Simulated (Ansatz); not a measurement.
# Se on W(110): change of the work function, part 3 of 5

Aim: the work function of W(110) at several coverages of Se (top site), and the dipole that each adsorbate carries.

Ansatz 0.2.0; plane-wave DFT, PBE, Ansatz PAW.

So far, work function, upper face (eV): step 2 (the clean slab) 4.84; step 3 (17 atoms, coverage 0.25 ML, cell 2x2) 4.91.

### Step 4. Adsorbate added, k-mesh 6×6×1, coverage 0.5 ML

System of this step: W8Se (Se/W(110)). The cell holds 18 atoms: 16 W and 2 Se. Its edges and angles: a = 5.473 Å, b = 5.473 Å, c = 27.660 Å, α = 90.0°, β = 90.0°, γ = 70.5°. Vacuum lies along c.

Another coverage, to see how the dipoles act on each other as their distance changes.

input.yaml

```yaml
crystal:
  lattice:
    - [4.468914857, -3.16, 0.0]
    - [4.468914857, 3.16, 0.0]
    - [0.0, 0.0, 27.6599615893]
  atoms:
    - { symbol: W, position: [0.0, 0.0, 0.3253800614] }
    - { symbol: W, position: [0.25, 0.25, 0.4061631609] }
    - { symbol: W, position: [0.0, 0.0, 0.488315671] }
    - { symbol: W, position: [0.25, 0.25, 0.5675698984] }
    - { symbol: W, position: [0.0, 0.5, 0.3253800614] }
    - { symbol: W, position: [0.25, 0.75, 0.4061631609] }
    - { symbol: W, position: [0.0, 0.5, 0.488315671] }
    - { symbol: W, position: [0.25, 0.75, 0.5675698984] }
    - { symbol: W, position: [0.5, 0.0, 0.3253800614] }
    - { symbol: W, position: [0.75, 0.25, 0.4061631609] }
    - { symbol: W, position: [0.5, 0.0, 0.488315671] }
    - { symbol: W, position: [0.75, 0.25, 0.5675698984] }
    - { symbol: W, position: [0.5, 0.5, 0.3253800614] }
    - { symbol: W, position: [0.75, 0.75, 0.4061631609] }
    - { symbol: W, position: [0.5, 0.5, 0.488315671] }
    - { symbol: W, position: [0.75, 0.75, 0.5675698984] }
    - { symbol: Se, position: [0.25, 0.25, 0.6746199386] }
    - { symbol: Se, position: [0.75, 0.75, 0.6746199386] }
kpoints:
  mp_grid: { grid: [6, 6, 1] }
hamiltonian:
  xc: pbe
scf:
  occupations: { method: fermi_dirac, width: 0.1 }
  convergence: { dr2_threshold: 1.0e-08 }
efield:
  axis: 3
  dipole_correction: true
  ramp_position: 0.97
  ramp_width: 0.06
relax:
  f_tol: 0.02
  max_steps: 60
  constraints: [{ sites: [0, 1, 4, 5, 8, 9, 12, 13] }]
output:
  bader: true
  dos: { projected: true, e_range: [-8, 4] }
  write_potential: true
  write_density: true
  volumetric_format: npy
```

Run with:

```
> ansatz run input.yaml --threads 4 --pin off --max-ram 6144MiB --backend cpu --events-out ev --progress --plain --runs-dir out
```

Numbers of over 12 decimals in the logs are rounded to 6 here.

The log of the run:

```text
[...]
Crystal: 18 atoms, lattice volume = 781.215 Å³
Basis set: ecut = 420 eV, 15269 PW (Γ), exchange–correlation on 80×80×384 points (8 copies of the dense FFT grid, shifted against one another)
Bands: 154, of which v1, the nominal top of the filled ones, is band 128 counted from 1 (127 counted from 0)
Symmetry: 8 space group operations
[...]
k-points: 13 of 36
[...]
SCF iter   1: F=—  HF=-177084.985751 eV  |F-HF|=—  |Δ(HF+E_count)|=         —  Δρ=1.05e-2  dr2=1.16e1  ethr=1.77e-3  p=-0.016 e·Å  D=-3.66e-3 V/Å  ΔV_dip=0.10 eV  dr2_dipole=5.04e0  V_vac-E_F(+/−)=5.24/5.14 eV  ⟨swp⟩=9.9  Hψ=9680  notcnv=0
[...]
SCF iter  11: F=-177084.540836 eV  HF=-177084.540836 eV  |F-HF|=3.14e-9  |Δ(HF+E_count)|=   3.09e-8  Δρ=1.99e-7  dr2=7.23e-10  ethr=3.91e-12  p=-0.128 e·Å  D=-2.96e-2 V/Å  ΔV_dip=0.82 eV  dr2_dipole=8.99e-11  V_vac-E_F(+/−)=5.70/4.88 eV  ⟨swp⟩=10.2  Hψ=12836  notcnv=0
SCF 1 converged in 11 iterations: F = -177084.540836 eV  dr2 = 7.23e-10
[...]
relax step   1: F+E_penalty+E_count = -177084.54083557 eV  Δ(F+E_penalty+E_count) = +0.000e0 eV  max|allowed force component| = 2.155e0 eV/Å  Δτ_max = 0.0000 Å  (11 SCF iters, accepted)
[...]
SCF iter  10: F=-177085.770717 eV  HF=-177085.770717 eV  |F-HF|=7.65e-9  |Δ(HF+E_count)|=   1.59e-8  Δρ=3.26e-7  dr2=1.67e-9  ethr=3.91e-12  p=-0.081 e·Å  D=-1.87e-2 V/Å  ΔV_dip=0.52 eV  dr2_dipole=1.67e-11  V_vac-E_F(+/−)=5.39/4.87 eV  ⟨swp⟩=9.8  Hψ=12404  notcnv=0
SCF 2 converged in 10 iterations: F = -177085.770717 eV  dr2 = 1.67e-9
relax step   2: F+E_penalty+E_count = -177085.77071673 eV  Δ(F+E_penalty+E_count) = -1.230e0 eV  max|allowed force component| = 1.850e0 eV/Å  Δτ_max = 0.1999 Å  (10 SCF iters, accepted)
SCF iter   1: F=—  HF=-177086.355966 eV  |F-HF|=—  |Δ(HF+E_count)|=         —  Δρ=5.41e-3  dr2=4.96e-1  ethr=2.46e-3  p=-0.081 e·Å  D=-1.87e-2 V/Å  ΔV_dip=0.52 eV  dr2_dipole=4.29e-2  V_vac-E_F(+/−)=5.39/4.87 eV  ⟨swp⟩=4.7  Hψ=4781  notcnv=0
[...]
SCF iter   9: F=-177086.270500 eV  HF=-177086.270500 eV  |F-HF|=2.46e-8  |Δ(HF+E_count)|=   1.42e-7  Δρ=8.46e-7  dr2=9.34e-9  ethr=3.91e-12  p=-0.032 e·Å  D=-7.41e-3 V/Å  ΔV_dip=0.20 eV  dr2_dipole=1.15e-10  V_vac-E_F(+/−)=5.08/4.87 eV  ⟨swp⟩=10.2  Hψ=16716  notcnv=0
SCF 3 converged in 9 iterations: F = -177086.270500 eV  dr2 = 9.34e-9
relax step   3: F+E_penalty+E_count = -177086.27050006 eV  Δ(F+E_penalty+E_count) = -4.998e-1 eV  max|allowed force component| = 7.404e-1 eV/Å  Δτ_max = 0.1979 Å  (9 SCF iters, accepted)
[...]
relax step   4: F+E_penalty+E_count = -177086.30279932 eV  Δ(F+E_penalty+E_count) = -3.230e-2 eV  max|allowed force component| = 4.755e-1 eV/Å  Δτ_max = 0.1949 Å  (10 SCF iters, accepted)
[...]
relax step   5: F+E_penalty+E_count = -177086.36163951 eV  Δ(F+E_penalty+E_count) = -5.884e-2 eV  max|allowed force component| = 2.326e-2 eV/Å  Δτ_max = 0.0682 Å  (9 SCF iters, accepted)
SCF iter   1: F=—  HF=-177086.361003 eV  |F-HF|=—  |Δ(HF+E_count)|=         —  Δρ=1.01e-4  dr2=3.70e-4  ethr=8.16e-7  p=-0.032 e·Å  D=-7.37e-3 V/Å  ΔV_dip=0.20 eV  dr2_dipole=1.16e-4  V_vac-E_F(+/−)=5.08/4.88 eV  ⟨swp⟩=2.0  Hψ=3154  notcnv=0
[...]
SCF iter   6: F=-177086.361703 eV  HF=-177086.361703 eV  |F-HF|=1.74e-8  |Δ(HF+E_count)|=   4.69e-8  Δρ=4.88e-7  dr2=2.88e-9  ethr=3.91e-12  p=-0.032 e·Å  D=-7.48e-3 V/Å  ΔV_dip=0.21 eV  dr2_dipole=7.26e-11  V_vac-E_F(+/−)=5.08/4.88 eV  ⟨swp⟩=11.2  Hψ=14417  notcnv=0
SCF 6 converged in 6 iterations: F = -177086.361703 eV  dr2 = 2.88e-9
relax step   6: F+E_penalty+E_count = -177086.36170345 eV  Δ(F+E_penalty+E_count) = -6.394e-5 eV  max|allowed force component| = 7.104e-3 eV/Å  Δτ_max = 0.0028 Å  (6 SCF iters, accepted)
[...]
SCF converged after 6 iterations
Free energy (F): -177086.361703 eV
[...]
Internal energy: -177085.956009 eV  (E = F + TS)
E sigma→0 (E₀):  -177086.158856 eV
Entropy (-TS):   -0.405694 eV (-22.539 meV/atom)
Fermi energy:    4.858027 eV
Dipole field:    D = -0.007489 V/Å  (p = -0.032331 e·Å, saw-weighted, corrected)
Work function:   Φ+ = 5.0826 eV   Φ− = 4.8755 eV
[...]
--- Forces (eV/Å), atoms counted from 1 ---
  atom   1  W     -0.00000000     0.00000000     0.41489176
  atom   2  W      0.00000000    -0.00000000    -0.21456845
  atom   3  W      0.00000000     0.00000000    -0.00104468
  atom   4  W     -0.00000000     0.00000000     0.00589081
  atom   5  W     -0.00000000     0.00000000     0.27046540
  atom   6  W      0.00000000     0.00000000    -0.47001031
  atom   7  W      0.00000000    -0.00000000    -0.00030308
  atom   8  W     -0.00000000    -0.00000000     0.00175708
  atom   9  W     -0.00000000     0.00000000     0.27046540
  atom  10  W      0.00000000     0.00000000    -0.47001031
  atom  11  W      0.00000000    -0.00000000    -0.00030308
  atom  12  W     -0.00000000    -0.00000000     0.00175708
  atom  13  W     -0.00000000     0.00000000     0.41489176
  atom  14  W      0.00000000    -0.00000000    -0.21456845
  atom  15  W      0.00000000     0.00000000    -0.00104468
  atom  16  W     -0.00000000     0.00000000     0.00589081
  atom  17  Se     0.00000000    -0.00000000    -0.00710428
  atom  18  Se     0.00000000    -0.00000000    -0.00710428
  max |Σ_I F_I| component: 5.15e-5 eV/Å
--- Band table (eV; the first three rows and the last of 13) ---
  k-point 0: bands = [... 124 lower, 5.2523, 5.5583, 5.7625, 5.7699, 5.7989, 5.8051, 5.8826, 6.1201, ... 22 higher]
  k-point 1: bands = [... 124 lower, 4.9876, 5.1168, 5.3578, 5.4266, 5.5894, 5.6745, 5.7056, 6.0050, ... 22 higher]
  k-point 2: bands = [... 124 lower, 4.1813, 4.6139, 4.7037, 4.7475, 4.9789, 5.0902, 5.4905, 5.5118, ... 22 higher]
  k-point 12: bands = [... 124 lower, 4.0513, 4.0855, 4.2431, 4.3441, 4.3575, 4.4663, 4.6645, 4.7646, ... 22 higher]
--- Relaxed structure (6 steps of the walk, 6 accepted, 0 SCFs on fresh bases) ---
  F+E_penalty+E_count = -177086.36170345 eV   max|allowed force component| = 7.104e-3 eV/Å
  atoms:
    - { symbol: W, position: [0.0, 0.0, 0.325380] }
    - { symbol: W, position: [0.25, 0.25, 0.406163] }
    - { symbol: W, position: [-1.1402563555841833e-19, -1.1402563555841847e-19, 0.488979] }
    - { symbol: W, position: [0.25, 0.25, 0.569967] }
    - { symbol: W, position: [-5.551115123125783e-17, 0.5, 0.325380] }
    - { symbol: W, position: [0.250000, 0.75, 0.406163] }
    - { symbol: W, position: [-5.551115123125783e-17, 0.5, 0.486929] }
    - { symbol: W, position: [0.250000, 0.75, 0.567523] }
    - { symbol: W, position: [0.5, -5.551115123125783e-17, 0.325380] }
    - { symbol: W, position: [0.75, 0.250000, 0.406163] }
    - { symbol: W, position: [0.5, -5.551115123125783e-17, 0.486929] }
    - { symbol: W, position: [0.75, 0.250000, 0.567523] }
    - { symbol: W, position: [0.5, 0.5, 0.325380] }
    - { symbol: W, position: [0.75, 0.75, 0.406163] }
    - { symbol: W, position: [0.5, 0.5, 0.488979] }
    - { symbol: W, position: [0.75, 0.75, 0.569967] }
    - { symbol: Se, position: [0.25, 0.25, 0.656642] }
    - { symbol: Se, position: [0.75, 0.75, 0.656642] }
--- Bader charges: 18 sites ---
  site symbol  charge [e]  shift [e]
     0      W     -0.0556     0.0000
     1      W      0.0506     0.0000
     2      W      0.0710     0.0000
     3      W      0.2149     0.0006
     4      W     -0.0621     0.0000
     5      W      0.0543     0.0000
     6      W      0.0107     0.0000
     7      W      0.1026     0.0000
     8      W     -0.0621     0.0000
     9      W      0.0543     0.0000
    10      W      0.0107     0.0000
    11      W      0.1026     0.0000
    12      W     -0.0556     0.0000
    13      W      0.0506     0.0000
    14      W      0.0710     0.0000
    15      W      0.2149     0.0006
    16     Se     -0.3864     0.0006
    17     Se     -0.3864     0.0006
  estimated error of the sums over rays = 8.5e-4 e
```

Elapsed: 5.3 min, on 4 threads of Arm Neoverse V2, shared host; peak memory 3.4 GiB; 21 min of CPU time.

Relaxation path:

| step | energy less that of the first step (eV) | largest force component (eV/Å) |
| --- | --- | --- |
| 1 | 0.0000 | 2.1549 |
| 2 | -1.2299 | 1.8495 |
| 3 | -1.7297 | 0.7404 |
| 4 | -1.7620 | 0.4755 |
| 5 | -1.8208 | 0.0233 |
| 6 | -1.8209 | 0.0071 |

Forces are held to the 8 operations that the run works with; a distortion that breaks them can't arise in this run.

The atoms that moved most (Å):

| atom | dx | dy | dz | length |
| --- | --- | --- | --- | --- |
| Se18 | 0.000 | 0.000 | -0.497 | 0.497 |
| Se17 | 0.000 | 0.000 | -0.497 | 0.497 |
| W4 | 0.000 | 0.000 | 0.066 | 0.066 |
| W16 | 0.000 | 0.000 | 0.066 | 0.066 |
| W11 | 0.000 | 0.000 | -0.038 | 0.038 |
| W7 | 0.000 | 0.000 | -0.038 | 0.038 |
| W3 | 0.000 | 0.000 | 0.018 | 0.018 |
| W15 | 0.000 | 0.000 | 0.018 | 0.018 |

The relaxed structure:

```xyz
18
Lattice="4.4689 -3.1600 0.0000 4.4689 3.1600 0.0000 0.0000 0.0000 27.6600" Properties=species:S:1:pos:R:3
W     0.0000    0.0000    9.0000
W     2.2345    0.0000   11.2345
W     0.0000    0.0000   13.5252
W     2.2345    0.0000   15.7653
W     2.2345    1.5800    9.0000
W     4.4689    1.5800   11.2345
W     2.2345    1.5800   13.4684
W     4.4689    1.5800   15.6977
W     2.2345   -1.5800    9.0000
W     4.4689   -1.5800   11.2345
W     2.2345   -1.5800   13.4684
W     4.4689   -1.5800   15.6977
W     4.4689    0.0000    9.0000
W     6.7034    0.0000   11.2345
W     4.4689    0.0000   13.5252
W     6.7034    0.0000   15.7653
Se    2.2345    0.0000   18.1627
Se    6.7034    0.0000   18.1627
```

This step gave:

```yaml
energy_at_zero_smearing: -177086.1589 eV
work_function_upper_face: 5.083 eV
work_function_lower_face: 4.875 eV
dipole_along_the_normal: -0.03233 e·Å
step_between_the_vacuum_levels: 0.2071 eV
```

The density of states has structure finer than the step of the table below, so its rows give means over 0.25 eV, whole bins alone (the curve runs from -8 to 1.98 eV). Peaks (eV: height): -3.370: 39.2, -3.220: 32.9, -3.100: 27.4, -3.010: 35.0, -2.860: 49.2, -1.890: 31.2, -1.440: 29.1.

Table of density of states by energy, zero at the Fermi level; means over each step:

energy (eV), density of states (states/eV a cell) and a bar:
```
    -7.75        0.9 
    -7.50        1.8 #
    -7.25        2.0 #
    -7.00        2.3 ##
    -6.75        2.2 #
    -6.50        1.7 #
    -6.25        4.6 ####
    -6.00        5.4 #####
    -5.75       11.3 ############
    -5.50        8.2 ########
    -5.25       11.6 ############
    -5.00       11.7 ############
    -4.75       16.7 ##################
    -4.50       20.6 #######################
    -4.25       13.9 ###############
    -4.00       15.1 ################
    -3.75       10.0 ##########
    -3.50       14.6 ################
    -3.25       26.7 ##############################
    -3.00       27.1 ##############################
    -2.75       21.4 #######################
    -2.50       22.6 #########################
    -2.25       22.9 #########################
    -2.00       22.7 #########################
    -1.75       24.4 ###########################
    -1.50       23.4 ##########################
    -1.25       13.7 ###############
    -1.00       12.3 #############
    -0.75       13.3 ##############
    -0.50        9.6 ##########
    -0.25       13.2 ##############
     0.00       12.3 #############
     0.25       12.7 ##############
     0.50       13.9 ###############
     0.75       16.7 ##################
     1.00       15.8 #################
     1.25       17.5 ###################
     1.50       20.9 #######################
     1.75       19.1 #####################
```

Projected DOS per atom over height of the atomic layer and energy from the Fermi level. Layers: W4 W4 W4 W4 Se2 from below.

Ten even steps from '_' (0.00 states/eV) to '@' (1.66 states/eV), each cell a mean:
```
**##****::
********::
**====**--
++--::++--
++::::++==
++::::==::
##::::--::
@@====**==
@@**####**
####%%##**
%%%%##**++
++@@@@%%@@
::--::====
==++==++==
++####**--
::++++--__
::====::__
..----..__
__....____
__________
__________
__________
```
Columns: height of the atomic layer (Å) from 9 to 18.2; rows upwards: energy from the Fermi level (eV) from -7.96 to 1.95.

The relaxation took 6 steps and lowered the energy by 1.8 eV; the largest force on the free atoms ends at 0.0071 eV/Å.

The covered face has 5.08 eV, +0.24 eV against the clean one; the bare back face has moved by -0.02 eV, a measure of how thin the slab is.

### Step 5. Adsorbate added, k-mesh 12×12×1, coverage 1 ML

System of this step: W4Se (Se/W(110)). The cell holds 5 atoms: 4 W and 1 Se. Cell: a = 2.737 Å, b = 2.737 Å, c = 27.660 Å, α = 90.0°, β = 90.0°, γ = 70.5°. Vacuum lies along c.

Another coverage, to see how the dipoles act on each other as their distance changes.

input.yaml, the sections that differ from step 4:

```yaml
crystal:
  lattice:
    - [2.2344574285, -1.58, 0.0]
    - [2.2344574285, 1.58, 0.0]
    - [0.0, 0.0, 27.6599615893]
  atoms:
    - { symbol: W, position: [0.0, 0.0, 0.3253800614] }
    - { symbol: W, position: [0.5, 0.5, 0.4061631609] }
    - { symbol: W, position: [0.0, 0.0, 0.488315671] }
    - { symbol: W, position: [0.5, 0.5, 0.5675698984] }
    - { symbol: Se, position: [0.5, 0.5, 0.6746199386] }
kpoints:
  mp_grid: { grid: [12, 12, 1] }
relax:
  f_tol: 0.02
  max_steps: 60
  constraints: [{ sites: [0, 1] }]
output:
  bader: true
  write_potential: true
  write_density: true
  volumetric_format: npy
# hamiltonian, scf, efield: as in step 4
```

The log of the run:

```text
[...]
Crystal: 5 atoms, lattice volume = 195.304 Å³
Basis set: ecut = 420 eV, 3883 PW (Γ), exchange–correlation on 40×40×384 points (8 copies of the dense FFT grid, shifted against one another)
Bands: 44, of which v1, the nominal top of the filled ones, is band 36 counted from 1 (35 counted from 0)
Symmetry: 4 space group operations
[...]
- { symbol: W, position: [0.5, 0.5, 0.568687] }
    - { symbol: Se, position: [0.5, 0.5, 0.662380] }
--- Bader charges: 5 sites ---
  site symbol  charge [e]  shift [e]
     0      W     -0.0594     0.0000
     1      W      0.0588     0.0000
     2      W      0.0075     0.0000
     3      W      0.1842     0.0003
     4     Se     -0.1912     0.0003
  estimated error of the sums over rays = 4.8e-4 e
[key lines of the parts left out:]
SCF converged after 6 iterations
Free energy (F): -47006.291899 eV
Fermi energy:    5.836622 eV
Dipole field:    D = 0.012683 V/Å  (p = 0.013689 e·Å, saw-weighted, corrected)
Work function:   Φ+ = 4.5407 eV   Φ− = 4.8915 eV
```

Run time: 46 s. Hardware: 4 threads; peak memory 0.65 GiB.

Step by step:

| step | energy less that of the first step (eV) | largest force component (eV/Å) |
| --- | --- | --- |
| 1 | 0.0000 | 1.3256 |
| 2 | -0.2454 | 0.4567 |
| 3 | -0.2772 | 0.2983 |
| 4 | -0.2836 | 0.0250 |
| 5 | -0.2837 | 0.0098 |

The run keeps the 4 symmetry operations that it works with, so distortions that break them were not tested.

The atoms that moved most (Å):

| atom | dx | dy | dz | length |
| --- | --- | --- | --- | --- |
| Se5 | 0.000 | 0.000 | -0.339 | 0.339 |
| W4 | 0.000 | 0.000 | 0.031 | 0.031 |
| W3 | 0.000 | 0.000 | -0.016 | 0.016 |

The relaxed structure:

```cif
data_structure
_symmetry_space_group_name_H-M 'P 1'
_symmetry_Int_Tables_number 1
_cell_length_a 2.7366
_cell_length_b 2.7366
_cell_length_c 27.6600
_cell_angle_alpha 90.000
_cell_angle_beta 90.000
_cell_angle_gamma 70.529
_cell_volume 195.30
loop_
_atom_site_label
_atom_site_type_symbol
_atom_site_fract_x
_atom_site_fract_y
_atom_site_fract_z
_atom_site_occupancy
W1 W 0.00000 0.00000 0.32538 1
W2 W 0.50000 0.50000 0.40616 1
W3 W 0.00000 0.00000 0.48774 1
W4 W 0.50000 0.50000 0.56869 1
Se5 Se 0.50000 0.50000 0.66238 1
```

Running mean over 2.234 Å of the planar mean; the ramp of the sawtooth is left out. Table of electron's electrostatic potential energy less the Fermi level by z:

| z (Å) | electron's electrostatic potential energy less the Fermi level (eV) |
| --- | --- |
| 3.5 | 4.89 |
| 4.0 | 4.89 |
| 4.5 | 4.89 |
| 5.0 | 4.88 |
| 5.5 | 4.85 |
| 6.0 | 4.75 |
| 6.5 | 4.40 |
| 7.0 | 3.26 |
| 7.5 | -0.126 |
| 8.0 | -5.76 |
| 8.5 | -10.5 |
| 9.0 | -12.2 |
| 9.5 | -12.5 |
| 10.0 | -12.6 |
| 10.5 | -12.6 |
| 11.0 | -12.7 |
| 11.5 | -12.7 |
| 12.0 | -12.5 |
| 12.5 | -12.5 |
| 13.0 | -12.5 |
| 13.5 | -12.6 |
| 14.0 | -12.5 |
| 14.5 | -12.5 |
| 15.0 | -12.4 |
| 15.5 | -12.4 |
| 16.0 | -11.7 |
| 16.5 | -9.28 |
| 17.0 | -6.14 |
| 17.5 | -4.33 |
| 18.0 | -4.67 |
| 18.5 | -4.56 |
| 19.0 | -2.76 |
| 19.5 | 0.0127 |
| 20.0 | 2.67 |
| 20.5 | 4.13 |
| 21.0 | 4.46 |
| 21.5 | 4.52 |
| 22.0 | 4.54 |
| 22.5 | 4.54 |
| 23.0 | 4.54 |
| 23.5 | 4.54 |
| 24.0 | 4.54 |

The relaxation took 5 steps and lowered the energy by 0.28 eV; the largest force on the free atoms ends at 0.0098 eV/Å.

The covered face has 4.54 eV, -0.30 eV against the clean one; the bare back face has moved by -0.01 eV, a measure of how thin the slab is.

### Step 6. Work function against coverage

This step: plane-wave DFT, PBE, Ansatz PAW; work function against coverage (Ansatz 0.2.0).

The runs are now put side by side.

This step gave:

| Property | Result |
| --- | --- |
| work function of the clean face | 4.845 eV |
| largest change of the work function | -0.3040 eV |

The work function of the covered face by coverage:

| coverage (adsorbates/nm²) | work function of the covered face (eV) |
| --- | --- |
| 0.00 | 4.84 |
| 3.54 | 4.91 |
| 7.08 | 5.08 |
| 14.16 | 4.54 |

The dipole per adsorbate comes from the change of the cell's dipole. Coverage, by row:

| coverage (1/nm²) | coverage (ML) | work function (eV) | change (eV) | dipole per adsorbate, positive end outwards (debye) | mean height of the added atoms over the highest substrate atom (Å) |
| --- | --- | --- | --- | --- | --- |
| 3.541 | 0.25 | 4.908 | 0.0638 | -0.048 | 2.318 |
| 7.081 | 0.5 | 5.083 | 0.238 | -0.098 | 2.397 |
| 14.16 | 1 | 4.541 | -0.304 | 0.056 | 2.592 |

[end of part 3 of 5]

[Logs are printed without paths, hosts, clocks, repeated set-up lines and the standing remarks that a program may print on its own settings, such as how far it seeks lower states.]

[Hosts, paths, dates, database ids (printed as entryN), source tags and the programs' standing remarks are cut or masked in the printed files.]

[Maps of the electrostatic potential energy from Ansatz leave out the sawtooth potential of an applied field or a dipole correction, so their vacuum need not be flat; planar profiles and work functions include it.]

[The density of states shown here was stored with 400 of the rows of the run's finer table, so its peaks can read low, often by over a quarter, or be missed, and its means over a window can be off by a tenth or more.]
